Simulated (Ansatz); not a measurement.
# Series on amorphous Hg33S25Se8, by quench rate

Does a slower quench leave a cell of lower energy?

Computed with Ansatz 0.2.0: Kohn-Sham DFT, LDA, PAW (set soft_2). Every run is a single point, with the atoms held where the recipe put them (cutoff of the plane-wave runs 420 eV, fermi-dirac smearing of 0.05 eV).

First member: 66 atoms (33 Hg, 25 S, 8 Se) placed at random at 7.67 g/cm³, melted at 2500 K for 10 ps at fixed volume with the Stillinger-Weber II-VI potential (Zhou et al., Phys. Rev. B 88, 085309 (2013)). Quenched from 2500 K to 500 K at 10 K/ps and fixed volume, held 5 ps, then minimised at fixed cell.

Last member: 66 atoms (33 Hg, 25 S, 8 Se) placed at random at 7.67 g/cm³, melted at 2500 K for 10 ps at fixed volume with the Stillinger-Weber II-VI potential (Zhou et al., Phys. Rev. B 88, 085309 (2013)). Quenched from 2500 K to 500 K at 1000 K/ps and fixed volume, held 5 ps, then minimised at fixed cell.

The members:

```csv
quench rate (K/ps),reduced formula,atoms,valence electrons,k-mesh,basis,density (g/cm³)
10,Hg33Se8S25,66,938,1×1×1,plane waves,7.67
30,Hg33Se8S25,66,938,1×1×1,plane waves,7.67
100,Hg33Se8S25,66,938,1×1×1,plane waves,7.67
300,Hg33Se8S25,66,938,1×1×1,plane waves,7.67
1000,Hg33Se8S25,66,938,1×1×1,plane waves,7.67
```

Each cell is one sample from a classical run, so sample-to-sample scatter enters every column.

The input of the first member, without its atom lines; other members have their own cell and atoms, and may differ in mesh, basis and outputs:

```yaml
crystal:
  lattice:
    - [12.034, 0.0, 0.0]
    - [0.0, 12.034, 0.0]
    - [0.0, 0.0, 12.034]
  atoms:
    [... 66 lines ...]
kpoints:
  mp_grid: { grid: [1, 1, 1] }
hamiltonian:
  xc: lda
scf:
  occupations: { method: fermi_dirac, width: 0.05 }
output:
  forces: true
  stress: true
  populations: true
  dos:
    method: { smearing: { sigma: 0.1 } }
    de: 0.1
    projected: { site_lists: { Hg: [Hg], S: [S], Se: [Se] } }
  eigenvalues: true
  write_density: true
  write_potential: true
  volumetric_format: npy
```

Results:

```csv
quench rate (K/ps),energy less the first member's (meV/atom),pressure (GPa),r.m.s. force (eV/Å)
10,0.0,-4.50,0.361
30,31.7,-4.74,0.420
100,2.0,-3.89,0.363
300,12.7,-3.81,0.378
1000,59.8,-5.04,0.377
```

Bonds in each cell, which the recipe sets and DFT didn't move; cutoffs follow each cell's own g(r) within set bounds (mean length in Å, and neighbours of the second kind about the first):

```csv
quench rate (K/ps),Hg-S length,Hg-S count,Hg-Se length,Hg-Se count
10,2.666,2.73,2.797,1.00
30,2.678,2.64,2.841,1.12
100,2.666,2.70,2.756,1.03
300,2.631,2.52,2.727,0.91
1000,2.720,2.73,2.763,1.00
```

Cost on 8 threads of Arm Neoverse V1, shared host:

```csv
quench rate (K/ps),atoms,basis,k-mesh,SCF cycles,time,host memory (GiB)
10,66,plane waves,1×1×1,11,26 s,2.6
30,66,plane waves,1×1×1,12,27 s,2.6
100,66,plane waves,1×1×1,13,27 s,2.6
300,66,plane waves,1×1×1,12,26 s,2.6
1000,66,plane waves,1×1×1,13,29 s,2.6
```

Times include the outputs that each run asked for, on hosts shared with other jobs.

What the series shows: The energy against the first member is lowest at 10 K/ps (0.0 meV/atom) and highest at 1000 K/ps (59.8 meV/atom); each member is a single configuration. The slowest quench gives the lowest energy, by only 2.0 meV/atom, within the scatter of single samples. The pressure is lowest at 1000 K/ps (-5 GPa) and highest at 300 K/ps (-3.8 GPa), with no steady trend. All of the 5 members have partly filled levels at the Fermi energy, where the frontier levels stand at most 0.12 eV apart and the tails of the smearing reach across; spin polarisation, left out here, could split them.

**Limits.** The levels lack spin–orbit coupling, which is large for the heavy elements here. The network of bonds at the start is that of the classical potential that made the cell, and needn't be the one that DFT or experiment would give. The cells aren't relaxed by DFT, which could reorder their energies. Even the slowest of these quenches is many orders faster than a laboratory quench.

[Logs are printed without paths, hosts, clocks, repeated set-up lines and the standing remarks that a program may print on its own settings, such as how far it seeks lower states.]

[Hosts, paths, dates, database ids (printed as entryN), source tags and the programs' standing remarks are cut or masked in the printed files.]
